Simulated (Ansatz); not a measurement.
# W2CS2 MXene monolayer in a perpendicular field, part 2 of 2

Aim: how the W2CS2 MXene monolayer screens a field along its normal, and what the field does to its bands. A positive field points along +c.

Ansatz 0.2.0; plane-wave DFT, PBE-D3(BJ), Ansatz PAW (set soft_1); PAW set soft_1.

So far. Step 2 (Relaxing the slab): The lattice constant a goes from 3.125 to 3.241 Å.

## (3) Single point, field 0

A sawtooth potential applies the field, turning back in the middle of the vacuum. With the dipole correction the typed value is the field outside the slab. The induced dipole is small, so the SCF threshold is tight.

The cell differs from the one that the last finished run ended in (c 42.950 → 23.383 Å).

Input file input.yaml:

```yaml
crystal:
  lattice:
    - [3.2411334761, 0.0, 0.0]
    - [-1.6205667381, 2.8069039274, 0.0]
    - [0.0, 0.0, 23.3829074966]
  atoms:
    - { symbol: S, position: [0.3333333333, 0.6666666667, 0.3848965318] }
    - { symbol: W, position: [0.6666666667, 0.3333333333, 0.4542334248] }
    - { symbol: C, position: [0.0, 0.0, 0.5] }
    - { symbol: W, position: [0.3333333333, 0.6666666667, 0.5457665752] }
    - { symbol: S, position: [0.6666666667, 0.3333333333, 0.6151034682] }
kpoints:
  mp_grid: { grid: [18, 18, 1] }
  band_path:
    path: [[0, 0, 0], [0.5, 0, 0], [0.33333333, 0.33333333, 0], [0, 0, 0]]
    npoints: 16
hamiltonian:
  xc: pbe
  dispersion: d3bj
  pseudopotentials: { kind: paw, azcp: { folder: soft_1 } }
scf:
  occupations: { method: fermi_dirac, width: 0.02585 }
  convergence: { dr2_threshold: 1.0e-10 }
efield:
  axis: 3
  dipole_correction: true
  ramp_position: 0.97
  ramp_width: 0.06
  amplitude: 0
output:
  dos: { projected: true, e_range: [-6, 5] }
  write_potential: true
  write_density: true
  volumetric_format: npy
  elf: true
```

On the command line:

```console
ansatz run input.yaml --threads 2 --pin off --max-ram 3072MiB --backend cpu --events-out ev --progress --plain --runs-dir out
```

Numbers of over 12 decimals in the logs are rounded to 6 here.

The log of the run:

```text
[...]
Crystal: 5 atoms, lattice volume = 212.727 Å³
Basis set: ecut = 420 eV, 4255 PW (Γ)
Bands: 27, of which v1, the nominal top of the filled ones, is band 22 counted from 1 (21 counted from 0)
Symmetry: 6 space group operations
k-points: 37 of 324 (time reversal used)
[...]
SCF iter   1: F=—  HF=-22832.612835 eV  |F-HF|=—  |Δ(HF+E_count)|=         —  Δρ=5.47e-2  dr2=1.01e1  ethr=3.10e-3  p=0.000 e·Å  D=2.30e-14 V/Å  ΔV_dip=-0.00 eV  dr2_dipole=6.28e-8  V_vac-E_F(+/−)=6.24/6.24 eV  ⟨swp⟩=10.5  Hψ=6439  notcnv=0
efield: sawtooth ramp at fractional position 0.9700 (set: `efield.ramp_position`, or a place that a band, a saddle search or an elastic batch's reference lends), width 0.0600; the density the first Hamiltonian is built on has a dipole p = 0.000 e·Å; the dipole correction subtracts the counter field D = 2.30e-14 V/Å, which shifts the + side's vacuum level by -0.00 eV against the − side's; the planar-averaged density in the ramp window peaks in size at 4.3e-7 e/Å³
[...]
SCF iter   2: F=—  HF=-22830.611728 eV  |F-HF|=—  |Δ(HF+E_count)|=    2.00e0  Δρ=2.98e-2  dr2=2.35e0  ethr=3.10e-3  p=0.000 e·Å  D=2.66e-5 V/Å  ΔV_dip=-0.00 eV  dr2_dipole=2.92e-7  V_vac-E_F(+/−)=4.52/4.52 eV  ⟨swp⟩=4.1  Hψ=2958  notcnv=0  defer=12
[...]
SCF iter  10: F=-22830.092830 eV  HF=-22830.092830 eV  |F-HF|=2.40e-10  |Δ(HF+E_count)|=   4.02e-9  Δρ=2.24e-7  dr2=4.79e-11  ethr=1.00e-12  p=0.000 e·Å  D=5.05e-9 V/Å  ΔV_dip=-0.00 eV  dr2_dipole=4.04e-15  V_vac-E_F(+/−)=5.04/5.04 eV  ⟨swp⟩=7.0  Hψ=3770  notcnv=0
SCF 1 converged in 10 iterations: F = -22830.092830 eV  dr2 = 4.79e-11
[...]
NSCF: frozen V_eff on 49 k-points
efield: sawtooth ramp at fractional position 0.9700 (kept from the solve that this one continues, or follows in the run), width 0.0600; the density the first Hamiltonian is built on has a dipole p = 0.000 e·Å; the dipole correction subtracts the counter field D = 5.05e-9 V/Å, which shifts the + side's vacuum level by -0.00 eV against the − side's; the planar-averaged density in the ramp window peaks in size at 5.1e-7 e/Å³
[...]
SCF converged after 10 iterations
Free energy (F): -22830.092830 eV
[...]
Internal energy: -22830.087989 eV  (E = F + TS)
E sigma→0 (E₀):  -22830.090409 eV
Entropy (-TS):   -0.004842 eV (-0.968 meV/atom)
Fermi energy:    1.817551 eV
Dipole field:    D = -0.000000 V/Å  (p = -0.000000 e·Å, saw-weighted, corrected)
Work function:   Φ+ = 5.0445 eV   Φ− = 5.0445 eV
Levels:          The Fermi level and band energies are counted from a zero that moves with the ramp; work functions are not
[...]
--- Band table (eV; the first three rows and the last of 37) ---
  k-point 0: bands = [... 18 lower, -0.6958, -0.6958, 0.7208, 1.1763, 1.1763, 2.5359, 2.5359, 2.9562, ... 1 higher]
  k-point 1: bands = [... 18 lower, -0.8081, -0.5894, 0.4780, 1.2085, 1.3189, 2.5469, 2.6176, 3.1580, ... 1 higher]
  k-point 2: bands = [... 18 lower, -1.0444, -0.5512, 0.0487, 1.2240, 1.5162, 2.5952, 2.8874, 3.4638, ... 1 higher]
  k-point 36: bands = [... 18 lower, -2.4121, -2.4121, 1.0949, 1.0949, 1.3395, 3.4880, 3.4880, 4.1926, ... 1 higher]
```

It took 17 s on 2 threads of Arm Neoverse V2, shared host; peak memory 0.54 GiB; 33 s of CPU time.

In the SCF lines HF is the Harris–Foulkes energy and dr2 the Hartree energy of the density residual, in eV; the loop may stop once dr2 is under the threshold and the program's other checks hold. Hψ counts applications of the Hamiltonian.

This step gave:

| Quantity | Value |
| --- | --- |
| energy at zero smearing | -22830.0904 eV |
| work function, upper face | 5.044 eV |
| dipole along the normal | -9.15e-8 e·Å |

Running mean over a fixed 2.8 Å (it still follows the layers) of the planar mean; the ramp of the sawtooth is left out. Electron's electrostatic potential energy less the Fermi level against z:

```tsv
z (Å)	electron's electrostatic potential energy less the Fermi level (eV)
3.0	5.04
3.5	5.04
4.0	5.04
4.5	5.04
5.0	5.04
5.5	5.04
6.0	5.01
6.5	4.88
7.0	4.23
7.5	2.26
8.0	-0.184
8.5	-2.36
9.0	-5.29
9.5	-8.67
10.0	-10.8
10.5	-11.6
11.0	-12.5
11.5	-13.8
12.0	-13.6
12.5	-12.2
13.0	-11.4
13.5	-10.5
14.0	-7.92
14.5	-4.51
15.0	-1.85
15.5	0.379
16.0	2.80
16.5	4.48
17.0	4.93
17.5	5.02
18.0	5.04
18.5	5.04
19.0	5.04
19.5	5.04
20.0	5.04
```

The density of states has structure finer than the step of the table below, so its rows give means over 0.2 eV, whole bins alone (the curve runs from -6 to 1.75 eV). Peaks (eV: height): -5.70: 9.70, -5.42: 6.64, -3.41: 6.26, -2.86: 9.60, 0.78: 7.69, 1.28: 10.0, 1.66: 20.3.

Density of states against energy, zero at the Fermi level; means over each step:

energy (eV), density of states (states/eV a cell) and a bar from the least value:
```
     -5.8        4.6 #############
     -5.6        4.0 ###########
     -5.4        4.1 ############
     -5.2        3.0 ########
     -5.0        2.5 ######
     -4.8        2.6 ######
     -4.6        2.5 ######
     -4.4        2.4 #####
     -4.2        3.2 ########
     -4.0        3.8 ##########
     -3.8        3.8 ###########
     -3.6        4.7 ##############
     -3.4        5.4 #################
     -3.2        4.6 ##############
     -3.0        4.0 ###########
     -2.8        3.8 ##########
     -2.6        1.2 #
     -2.4        2.0 ####
     -2.2        2.6 ######
     -2.0        2.2 #####
     -1.8        1.6 ##
     -1.6        1.2 #
     -1.4        1.1 
     -1.2        1.2 #
     -1.0        1.2 #
     -0.8        1.9 ####
     -0.6        2.4 #####
     -0.4        1.4 #
     -0.2        1.5 ##
      0.0        1.8 ###
      0.2        1.9 ###
      0.4        1.6 ##
      0.6        2.0 ####
      0.8        4.6 #############
      1.0        1.0 
      1.2        4.1 ############
      1.4        5.3 ################
      1.6        9.1 ##############################
```

Projected DOS per atom over height of the atomic layer and energy from the Fermi level. Layers: S W C W S from below.

Ten even steps from '0' (0.08 states/eV) to '9' (2.66 states/eV), each cell a mean:
```
29092
06060
04040
02020
02020
01010
11011
01010
00000
00000
11011
20002
10001
42024
53035
42024
32023
21012
21012
22022
22222
33333
```
Columns: height of the atomic layer (Å) from 9 to 14.4 (not evenly spaced); rows upwards: energy from the Fermi level (eV) from -5.96 to 1.69.

Electronic bands along the path, in eV, zero at the Fermi level:

```tsv
point	band 19	band 20	band 21	band 22	band 23	band 24	band 25	band 26
Γ	-2.51	-2.51	-1.10	-0.64	-0.64	0.72	0.72	1.14
halfway	-2.84	-2.64	-2.46	-0.59	0.13	1.12	1.48	1.92
M	-3.19	-3.12	-2.18	0.36	0.84	1.43	1.53	1.82
halfway	-3.80	-3.43	-1.80	0.12	0.31	1.42	1.69	2.65
K	-4.23	-4.23	-0.72	-0.72	-0.48	1.67	1.67	2.38
halfway	-3.00	-2.96	-1.58	-1.55	0.75	1.34	1.59	2.03
Γ	-2.51	-2.51	-1.10	-0.64	-0.64	0.72	0.72	1.14
```

Electrostatic potential energy in the ca plane at fractional y = 0.333, with atoms of W and S within 0.2 Å of it. With pseudopotentials it is smooth inside the atoms' cores, unlike the true potential.

Ten even steps from '0' (-42 eV) to '9' (7 eV), each cell a mean:
```
99999999999999999999886323678878864579999999
99999999999999999999972000278888710038999999
99999999999999999999871000168888601117999999
99999999999999999999973000278888720038999999
99999999999999999999886434688777875679999999
99999999999999999988788877887656788999999999
99999999999999999987788888877545789999999999
99999999999999999998888777887666888899999999
```
Columns run along c (16.0 Å, from fractional 0.08 to 0.76 of the cell; values clipped at the 3rd and 97th percentile), rows up along a (3.2 Å). Atoms in or near the plane, at fractional coordinates: W at (0.45, 0.67), S at (0.62, 0.67).

ELF in the ca plane at fractional y = 0.333, with atoms of W and S within 0.2 Å of it. It is the smooth field of the valence electrons, not physical close to the nuclei.

Values, 5 rows by 16 columns, each cell a mean:
```
0.00 0.00 0.00 0.00 0.05 0.27 0.36 0.50 0.36 0.25 0.52 0.73 0.80 0.27 0.01 0.00
0.00 0.00 0.00 0.00 0.01 0.05 0.22 0.46 0.46 0.21 0.57 0.23 0.90 0.43 0.03 0.00
0.00 0.00 0.00 0.00 0.05 0.27 0.36 0.52 0.36 0.24 0.52 0.72 0.81 0.28 0.01 0.00
0.00 0.00 0.00 0.01 0.25 0.68 0.66 0.26 0.47 0.29 0.26 0.44 0.24 0.03 0.00 0.00
0.00 0.00 0.00 0.01 0.26 0.70 0.67 0.26 0.48 0.29 0.25 0.41 0.21 0.03 0.00 0.00
```
Columns run along c (16.0 Å, from fractional 0.13 to 0.82 of the cell), rows up along a (3.2 Å). Atoms in or near the plane, at fractional coordinates: W at (0.45, 0.67), S at (0.62, 0.67).

Valence density in the ca plane at fractional y = 0.333, with atoms of W and S within 0.2 Å of it. It is the smooth field of the valence electrons, not physical close to the nuclei.

Ten steps, logarithmic in the rise over the least value, from '0' (0.0 e/Å³) to '9' (5.5 e/Å³), each cell a mean:
```
00000000000001123445776544444556542100000000
00000000000000112358999643334566664200000000
00000000000000012358999743334664664200000000
00000000000000122357998643334566654200000000
00000000000001233445676544444555542100000000
00000000000001244444444455554443321000000000
00000000000001345544334555554332210000000000
00000000000001234444444555554444321000000000
```
Columns run along c (16.0 Å, from fractional 0.13 to 0.82 of the cell), rows up along a (3.2 Å). Atoms in or near the plane, at fractional coordinates: W at (0.45, 0.67), S at (0.62, 0.67).

The work function of the upper face is 5.04 eV.

## (4) Single point, field 0.1 V/Å

Changes to input.yaml since step 3:

```diff
@@ -26,7 +26,6 @@
   dipole_correction: true
-  ramp_position: 0.97
-  ramp_width: 0.06
-  amplitude: 0
+  ramp_position: 0.9465
+  ramp_width: 0.1069
+  amplitude: 0.1
 output:
-  dos: { projected: true, e_range: [-6, 5] }
   write_potential: true
@@ -34,2 +33 @@
   volumetric_format: npy
-  elf: true
```

The log of the run:

```text
[...]
Crystal: 5 atoms, lattice volume = 212.727 Å³
Basis set: ecut = 420 eV, 4255 PW (Γ)
Bands: 27, of which v1, the nominal top of the filled ones, is band 22 counted from 1 (21 counted from 0)
Symmetry: 6 space group operations
k-points: 37 of 324 (time reversal used)
[...]
k-point 0: bands = [... 18 lower, -0.6961, -0.6961, 0.7205, 1.1760, 1.1760, 2.5356, 2.5356, 2.9559, ... 1 higher]
  k-point 1: bands = [... 18 lower, -0.8084, -0.5897, 0.4777, 1.2082, 1.3186, 2.5466, 2.6173, 3.1577, ... 1 higher]
  k-point 2: bands = [... 18 lower, -1.0446, -0.5515, 0.0485, 1.2237, 1.5159, 2.5949, 2.8871, 3.4635, ... 1 higher]
  k-point 36: bands = [... 18 lower, -2.4219, -2.4027, 1.0922, 1.0970, 1.3392, 3.4859, 3.4895, 4.1923, ... 1 higher]
[key lines of the parts left out:]
SCF converged after 10 iterations
Free energy (F): -22830.094672 eV
Fermi energy:    1.817259 eV
Dipole field:    D = 0.031337 V/Å  (p = 0.036840 e·Å, saw-weighted, corrected)
```

Elapsed: 16 s, on 2 threads; peak memory 0.52 GiB; 33 s of CPU time.

The dipole is 0.0368 e·Å.

## (5) Atoms held, field -0.1 V/Å

Changes to input.yaml since step 4:

```diff
@@ -28,3 +28,3 @@
   ramp_width: 0.1069
-  amplitude: 0.1
+  amplitude: -0.1
 output:
```

The log of the run:

```text
[...]
Crystal: 5 atoms, lattice volume = 212.727 Å³
Basis set: ecut = 420 eV, 4255 PW (Γ)
Bands: 27, of which v1, the nominal top of the filled ones, is band 22 counted from 1 (21 counted from 0)
Symmetry: 6 space group operations
k-points: 37 of 324 (time reversal used)
[...]
k-point 0: bands = [... 18 lower, -0.6963, -0.6963, 0.7203, 1.1758, 1.1758, 2.5354, 2.5354, 2.9558, ... 1 higher]
  k-point 1: bands = [... 18 lower, -0.8085, -0.5899, 0.4776, 1.2081, 1.3184, 2.5465, 2.6171, 3.1576, ... 1 higher]
  k-point 2: bands = [... 18 lower, -1.0448, -0.5516, 0.0484, 1.2235, 1.5158, 2.5947, 2.8869, 3.4633, ... 1 higher]
  k-point 36: bands = [... 18 lower, -2.4220, -2.4029, 1.0921, 1.0968, 1.3391, 3.4857, 3.4893, 4.1922, ... 1 higher]
[key lines of the parts left out:]
SCF converged after 10 iterations
Free energy (F): -22830.094672 eV
Fermi energy:    1.817098 eV
Dipole field:    D = -0.031338 V/Å  (p = -0.036841 e·Å, saw-weighted, corrected)
```

It took 16 s on 2 threads; peak memory 0.52 GiB; 33 s of CPU time.

The dipole is -0.0368 e·Å.

## (6) Response, atoms held

This step: plane-wave DFT, PBE-D3(BJ), Ansatz PAW (set soft_1); response to a field along the normal, atoms held; PAW set soft_1 (Ansatz 0.2.0).

The dipoles give the slope, and the difference of two potentials shows where the field is screened.

Numbers from this step:

```yaml
equivalent_conductor_thickness_p_eps_0ae: 7.328 Å
distance_between_the_outer_atoms: 5.383 Å
```

Table of dipole of the cell by applied field:

```tsv
applied field (V/Å)	dipole of the cell (e·Å)
-0.1000	-0.0368
0.0000	-9.1e-8
0.1000	0.0368
```

Local field over the applied field, running mean. From the potentials at -0.1 and 0.1 V/Å; running mean over 2.5 Å. Local field over applied field against z:

```tsv
z (Å)	local field over applied field
4.5	0.999
5.0	0.997
5.5	0.991
6.0	0.974
6.5	0.928
7.0	0.829
7.5	0.676
8.0	0.498
8.5	0.317
9.0	0.171
9.5	0.0808
10.0	0.0381
10.5	0.0215
11.0	0.0205
11.5	0.0166
12.0	0.0178
12.5	0.0203
13.0	0.0235
13.5	0.0451
14.0	0.0973
14.5	0.200
15.0	0.358
15.5	0.541
16.0	0.715
16.5	0.858
17.0	0.942
17.5	0.979
18.0	0.993
18.5	0.998
19.0	0.999
```

Electrons, planar mean, per unit field. The induced electron density by z:

```tsv
z (Å)	induced electron density (e/Å³ per V/Å)
4.09	1.4e-6
4.53	3.8e-6
4.97	1.1e-5
5.26	2.2e-5
5.70	5.9e-5
6.14	1.6e-4
6.58	4.0e-4
7.01	9.6e-4
7.31	0.00164
7.75	0.00308
8.18	0.00356
8.62	0.00168
9.06	0.00119
9.50	3.2e-4
9.79	-6.4e-4
10.23	-5.0e-4
10.67	9.4e-4
11.11	3.0e-6
11.55	1.1e-4
11.84	-1.1e-4
12.28	-3.0e-6
12.71	-9.4e-4
13.15	5.0e-4
13.59	6.4e-4
13.88	-3.2e-4
14.32	-0.00119
14.76	-0.00168
15.20	-0.00356
15.64	-0.00308
16.08	-0.00164
16.37	-9.6e-4
16.81	-4.0e-4
17.24	-1.6e-4
17.68	-5.9e-5
18.12	-2.2e-5
18.41	-1.1e-5
18.85	-3.8e-6
19.29	-1.4e-6
```

By hand: between -0.1 and 0.1 V/Å the dipole changes by 0.07368 e·Å, a slope of 0.3684 e·Å²/V. A perfect conductor of thickness t has p = ε₀AEt, so t = 180.95 × 0.3684 / 9.098 = 7.33 Å (e/ε₀ = 180.95 V·Å, A in Å²).

The induced dipole is that of a conductor 7.33 Å thick.

## (7) Summary of results

| Item | Value |
| --- | --- |
| gap without field | none |
| work function, upper face | 5.04 eV |
| equivalent conductor thickness, atoms held | 7.33 Å |

What this shows: The induced dipole equals that of a perfect conductor 7.33 Å thick, while the outer atoms lie 5.38 Å apart. There is no gap over 0.03 eV, with or without the field. The main runs have no spin polarisation; a magnetic state could lie lower and would change these results. Spin-orbit coupling is left out, which matters for the bands of elements this heavy. The MXene's terminations sit over the metal atoms of its far layer; the site over carbon or nitrogen, which some compounds prefer, was not run.

[Logs are printed without paths, hosts, clocks, repeated set-up lines and the standing remarks that a program may print on its own settings, such as how far it seeks lower states.]

[Hosts, paths, dates, database ids (printed as entryN), source tags and the programs' standing remarks are cut or masked in the printed files.]

[Maps of the electrostatic potential energy from Ansatz leave out the sawtooth potential of an applied field or a dipole correction, so their vacuum need not be flat; planar profiles and work functions include it.]
